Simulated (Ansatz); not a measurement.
# V2NO2 monolayer: from the cell to its phonons, part 2 of 2

How does V2NO2 monolayer vibrate, and is this structure a minimum?

Ansatz 0.2.0; DFT PBEsol, scalar-relativistic, plane waves, PAW; PAW set soft_1.

So far. Step 4 (Relaxing to small forces for the phonons): The largest force component left is 0.041 meV/Å, within the tolerances set. Step 5 (Modes at Γ): Before it was imposed, the acoustic sum rule was missed by 4.0e-5 eV/Å². Small misses are needed for a sound result but don't prove that mesh and cutoff are converged. The lowest optical mode is real, 128 cm⁻¹.

## 6. Response at finite wavevector

Stability and thermal properties need the whole zone. Linear response on a 4×4×1 q mesh gives force constants as far as a supercell of that size would.

Input file input.yaml:

```yaml
crystal:
  lattice:
    - [2.8714334083, 0.0, 0.0]
    - [-1.4357167041, 2.4867342769, 0.0]
    - [0.0, 0.0, 32.6]
  atoms:
    - { symbol: "N", position: [0.0, 0.0, 0.3067484663] }
    - { symbol: V, position: [0.3333333333, 0.6666666667, 0.3417799602] }
    - { symbol: V, position: [0.6666666667, 0.3333333333, 0.2717169724] }
    - { symbol: O, position: [0.6666666667, 0.3333333333, 0.3723333869] }
    - { symbol: O, position: [0.3333333333, 0.6666666667, 0.2411635456] }
  periodic: [true, true, false]
kpoints:
  mp_grid: { grid: [20, 20, 1] }
hamiltonian:
  xc: pbesol
  pseudopotentials: { kind: paw, azcp: { folder: soft_1 }, xc_functional: pbe }
scf:
  occupations: { method: methfessel_paxton, width: 0.2 }
output:
  eigenvalues: true
phonons:
  method: dfpt
  qmesh: [4, 4, 1]
  temperatures: { t_max: 1000, t_step: 50 }
  qpath:
    path:
      - [0.0, 0.0, 0.0]
      - [0.5, 0.0, 0.0]
      - [0.33333333, 0.33333333, 0.0]
      - [0.0, 0.0, 0.0]
    npoints: 10
```

Run with:

```sh
ansatz run input.yaml --threads 8 --pin off --max-ram 16384MiB --backend cpu --events-out ev --progress --plain --runs-dir out
```

Elapsed: 16 min, on 8 threads of Arm Neoverse V2, shared host; peak memory 5.2 GiB.

This step gave:

```yaml
sum_rule_residual_before_enforcement: 3.20e-5 eV/Å²
lowest_frequency_on_the_path: -203.4 cm⁻¹
highest_frequency_on_the_path_or_at_a_solved_wavevector: 657.4 cm⁻¹
lowest_optical_zone_centre_mode: 129.4 cm⁻¹
lowest_mode_on_the_q_mesh_acoustic_modes_at_gamma_apart: -204.8 cm⁻¹
```

Frequencies (cm⁻¹) solved at each irreducible wavevector; negative means imaginary. Frequencies by wavevector, by row:

| q in reciprocal lattice units | star | mode 1 | mode 2 | mode 3 | mode 4 | mode 13 | mode 14 | mode 15 |
| --- | --- | --- | --- | --- | --- | --- | --- | --- |
| 0 0 0 | 1 | 0 | 0 | 0 | 129.4 | 603.8 | 603.8 | 656.4 |
| 0 0.25 0 | 6 | 38.9 | 58 | 125.1 | 128.2 | 588.9 | 599.5 | 643.3 |
| 0 -0.5 0 | 3 | -203.4 | -178.6 | -108.4 | -103.1 | 590.9 | 620.9 | 657.4 |
| 0.25 0.25 0 | 6 | -204.8 | -156 | -87.2 | 114.3 | 599.8 | 619.8 | 626.4 |

Interpolated from a 4×4×1 q mesh. Phonon branches along the path, in cm⁻¹:

| point | branch 1 | branch 2 | branch 3 | branch 4 | branch 12 | branch 13 | branch 14 | branch 15 |
| --- | --- | --- | --- | --- | --- | --- | --- | --- |
| Γ | 0 | 0 | 0 | 129 | 586 | 604 | 604 | 656 |
| halfway | 39 | 58 | 125 | 128 | 551 | 589 | 599 | 643 |
| M | -203 | -179 | -108 | -103 | 534 | 591 | 621 | 657 |
| halfway | -166 | -159 | -103 | -99 | 526 | 598 | 615 | 644 |
| K | -134 | -100 | -100 | 75 | 516 | 613 | 615 | 615 |
| halfway | -94 | 42 | 115 | 128 | 553 | 595 | 599 | 638 |
| Γ | 0 | 0 | 0 | 129 | 586 | 604 | 604 | 656 |

Tetrahedra on a 28×28×1 mesh, mean over bins of 10 cm-1. Interpolated from a 4×4×1 q mesh. Table of phonon density of states by wavenumber; read off at these points:

wavenumber (cm⁻¹), phonon density of states (1/cm⁻¹/cell) and a bar:
```
     -205     0.0046 ##
     -175     0.0099 ####
     -145     0.0177 #######
     -115     0.0159 ######
      -85     0.0106 ####
      -55     0.0061 ##
      -25     0.0070 ###
        5     0.0047 ##
       35     0.0071 ###
       65     0.0116 #####
       95     0.0135 #####
      125     0.0364 ##############
      155     0.0279 ###########
      185     0.0174 #######
      215     0.0101 ####
      235     0.0071 ###
      265     0.0016 #
      295     0.0000 
      325     0.0000 
      345     0.0372 ##############
      355     0.0164 ######
      385     0.0235 #########
      395     0.0614 ########################
      415     0.0289 ###########
      445     0.0304 ############
      455     0.0414 ################
      475     0.0000 
      505     0.0000 
      525     0.0561 ######################
      535     0.0328 #############
      565     0.0042 ##
      595     0.0771 ##############################
      625     0.0319 ############
      655     0.0170 #######
```

The partial phonon density of states has structure finer than the step of the table below, so its rows give means over 25 cm⁻¹, whole bins alone (the curve runs from -213 to 686 cm⁻¹). Peaks (cm⁻¹: height): N 595.6: 0.0538; O 397.6: 0.0456, 454.2: 0.0339, 527.7: 0.0355; V -196.3: 0.0104, -128.5: 0.0164, -100.2: 0.0173, -26.6: 0.00837, 52.5: 0.0191, 126.1: 0.0289, 527.7: 0.00832.

Phonopy on the run's constants, 21x21x1 mesh, Gaussian sigma 6.4 cm-1. Interpolated from a 4×4×1 q mesh. Partial phonon density of states against wavenumber; means over each step; values in 1/cm⁻¹/cell:

| wavenumber (cm⁻¹) | N | O | V |
| --- | --- | --- | --- |
| -200 | 2.6e-5 | 0.00193 | 0.00701 |
| -175 | 7.9e-5 | 0.00183 | 0.00885 |
| -150 | 4.1e-4 | 9.4e-4 | 0.0135 |
| -125 | 5.4e-4 | 7.6e-4 | 0.0140 |
| -100 | 4.6e-4 | 0.00120 | 0.0149 |
| -75 | 3.3e-4 | 4.9e-4 | 0.00814 |
| -50 | 1.0e-4 | 2.7e-4 | 0.00342 |
| -25 | 2.9e-4 | 5.3e-4 | 0.00633 |
| 0 | 1.1e-4 | 2.3e-4 | 0.00173 |
| 25 | 1.7e-4 | 4.0e-4 | 0.00345 |
| 50 | 5.3e-4 | 0.00101 | 0.0140 |
| 75 | 4.0e-4 | 0.00105 | 0.0112 |
| 100 | 4.8e-4 | 0.00178 | 0.0148 |
| 125 | 9.8e-4 | 0.00338 | 0.0253 |
| 150 | 9.0e-4 | 0.00335 | 0.0206 |
| 175 | 7.0e-4 | 0.00233 | 0.0158 |
| 200 | 4.6e-4 | 0.00200 | 0.0125 |
| 225 | 1.2e-4 | 0.00127 | 0.00851 |
| 250 | 3.7e-5 | 4.7e-4 | 0.00271 |
| 275 | 1.0e-6 | 9.2e-5 | 4.6e-4 |
| 300 | 0 | 0 | 5.2e-7 |
| 325 | 3.7e-5 | 0.00213 | 2.7e-4 |
| 350 | 4.2e-4 | 0.0195 | 0.00223 |
| 375 | 8.4e-4 | 0.0269 | 0.00222 |
| 400 | 8.4e-4 | 0.0386 | 0.00261 |
| 425 | 6.9e-4 | 0.0234 | 0.00131 |
| 450 | 7.5e-4 | 0.0301 | 5.2e-4 |
| 475 | 1.0e-4 | 0.00649 | 6.5e-5 |
| 500 | 5.3e-4 | 0.00376 | 7.4e-4 |
| 525 | 0.00237 | 0.0287 | 0.00657 |
| 550 | 0.00214 | 0.0246 | 0.00570 |
| 575 | 0.00760 | 0.00401 | 0.00218 |
| 600 | 0.0436 | 0.00287 | 0.00509 |
| 625 | 0.0323 | 0.00220 | 0.00191 |
| 650 | 0.0198 | 0.00130 | 0.00108 |

Symmetry leaves 4 wavevectors to solve. The lowest mode among them, the acoustic zeros apart, lies at q = (0.25, 0.25, 0) and is imaginary, 204.8i cm⁻¹, so the energy falls along it.

## 7. Another isotope, element N, natural mass 14.007 amu

An isotope changes the mass and not the force constants, so no new electronic calculation is needed; the shifts show which modes move this element.

The same force constants with the mass of N changed from 14.007 to 15.000 u (phonopy, no LO-TO term). Both lists are sorted by frequency; levels can cross, so a row need not hold one and the same mode. Modes under 3 cm⁻¹ are left out. Isotope shifts, by row, the first 40 of 57 rows:

| q | rank | natural mass (cm⁻¹) | changed mass (cm⁻¹) |
| --- | --- | --- | --- |
| 0 0 0 | 4 | 129.4 | 129.4 |
| 0 0 0 | 5 | 129.4 | 129.4 |
| 0 0 0 | 6 | 267.9 | 267.9 |
| 0 0 0 | 7 | 348.4 | 348.4 |
| 0 0 0 | 8 | 348.4 | 348.4 |
| 0 0 0 | 9 | 394.7 | 394.7 |
| 0 0 0 | 10 | 394.7 | 394.7 |
| 0 0 0 | 11 | 552 | 552 |
| 0 0 0 | 12 | 586.1 | 585.5 |
| 0 0 0 | 13 | 603.8 | 585.5 |
| 0 0 0 | 14 | 603.8 | 585.8 |
| 0 0 0 | 15 | 656.4 | 636.7 |
| 0 0.25 0 | 1 | 38.87 | 38.84 |
| 0 0.25 0 | 2 | 58.05 | 57.97 |
| 0 0.25 0 | 3 | 125.1 | 124.8 |
| 0 0.25 0 | 4 | 128.2 | 128 |
| 0 0.25 0 | 5 | 186 | 185.8 |
| 0 0.25 0 | 6 | 236.3 | 236.2 |
| 0 0.25 0 | 7 | 351.5 | 351.5 |
| 0 0.25 0 | 8 | 365 | 364.2 |
| 0 0.25 0 | 9 | 393.7 | 393.7 |
| 0 0.25 0 | 10 | 429.3 | 429.2 |
| 0 0.25 0 | 11 | 540 | 537.6 |
| 0 0.25 0 | 12 | 551.2 | 548.2 |
| 0 0.25 0 | 13 | 588.9 | 576.3 |
| 0 0.25 0 | 14 | 599.5 | 581 |
| 0 0.25 0 | 15 | 643.3 | 624.5 |
| 0 -0.5 0 | 1 | -203.4 | -203.4 |
| 0 -0.5 0 | 2 | -178.6 | -178.6 |
| 0 -0.5 0 | 3 | -108.4 | -108.1 |
| 0 -0.5 0 | 4 | -103.1 | -103 |
| 0 -0.5 0 | 5 | 67.18 | 67.18 |
| 0 -0.5 0 | 6 | 160.4 | 160.2 |
| 0 -0.5 0 | 7 | 382.9 | 382.9 |
| 0 -0.5 0 | 8 | 391.1 | 390.9 |
| 0 -0.5 0 | 9 | 445.9 | 444.8 |
| 0 -0.5 0 | 10 | 460.6 | 460.6 |
| 0 -0.5 0 | 11 | 524.5 | 522.5 |
| 0 -0.5 0 | 12 | 533.6 | 533.6 |
| 0 -0.5 0 | 13 | 590.9 | 572.9 |

A mode of this element alone would shift by -3.37 %. The highest zone-centre frequency without the field goes from 656.4 to 636.7 cm⁻¹ (-3.0 %). The product of the frequency ratios over all optical modes at Γ is 0.911; the product rule, (m/m′)^(3k/2) (M′/M)^(3/2) with k = 1 such atoms and M the mass of the cell, gives 0.911.

## 8. Isotope substitution, element O, natural mass 15.999 amu

The same for O, from 16.00 to 18.00 u.

A mode of this element alone would shift by -5.72 %. The highest zone-centre frequency without the field goes from 656.4 to 656.3 cm⁻¹ (-0.0 %). The product of the frequency ratios over all optical modes at Γ is 0.731; the product rule, (m/m′)^(3k/2) (M′/M)^(3/2) with k = 2 such atoms and M the mass of the cell, gives 0.731.

## 9. What came out

| Quantity | Value |
| --- | --- |
| space group after relaxation (within 0.01 Å) | P-3m1 |
| area per atom | 1.43 Å² |
| electronic character | no gap on this mesh |
| highest optical mode at the zone centre (no LO-TO term) | 656 cm⁻¹ |
| lowest optical zone-centre mode | 128 cm⁻¹ |
| lowest mode on the q mesh (acoustic modes at Γ apart) | -205 cm⁻¹ |
| highest frequency on the path or at a solved wavevector | 657 cm⁻¹ |
| imaginary modes on the 4×4×1 q mesh | yes |

In words: Modes are clearly imaginary (beyond 10i cm⁻¹) at 2 of the 4 irreducible wavevectors, most at q = (0.25, 0.25, 0) (204.8i cm⁻¹), so this structure is not a minimum of the energy. The optical modes at Γ span 128 to 656 cm⁻¹. The highest mode in this list at Γ, 656.4 cm⁻¹, is mostly motion of N (90 % of the kinetic energy). With no gap, or one that is small against the smearing, the frequencies hang on the k mesh and the smearing, most of all near Kohn anomalies. The phonon runs are without spin polarisation, although the cell has an odd electron count. In a sheet or slab the interpolated bending branch near Γ is rough, since the rotational sum rule isn't imposed. The PAW files were made for PBE and serve the other functionals too. A phonon run warned that its eigensolver left some bands unconverged in a pass. The starting cell was built on a prototype and not taken from a measurement. These are harmonic frequencies at zero temperature: anharmonic shifts, linewidths and thermal expansion are left out.

[Logs are printed without paths, hosts, clocks, repeated set-up lines and the standing remarks that a program may print on its own settings, such as how far it seeks lower states.]

[Hosts, paths, dates, database ids (printed as entryN), source tags and the programs' standing remarks are cut or masked in the printed files.]
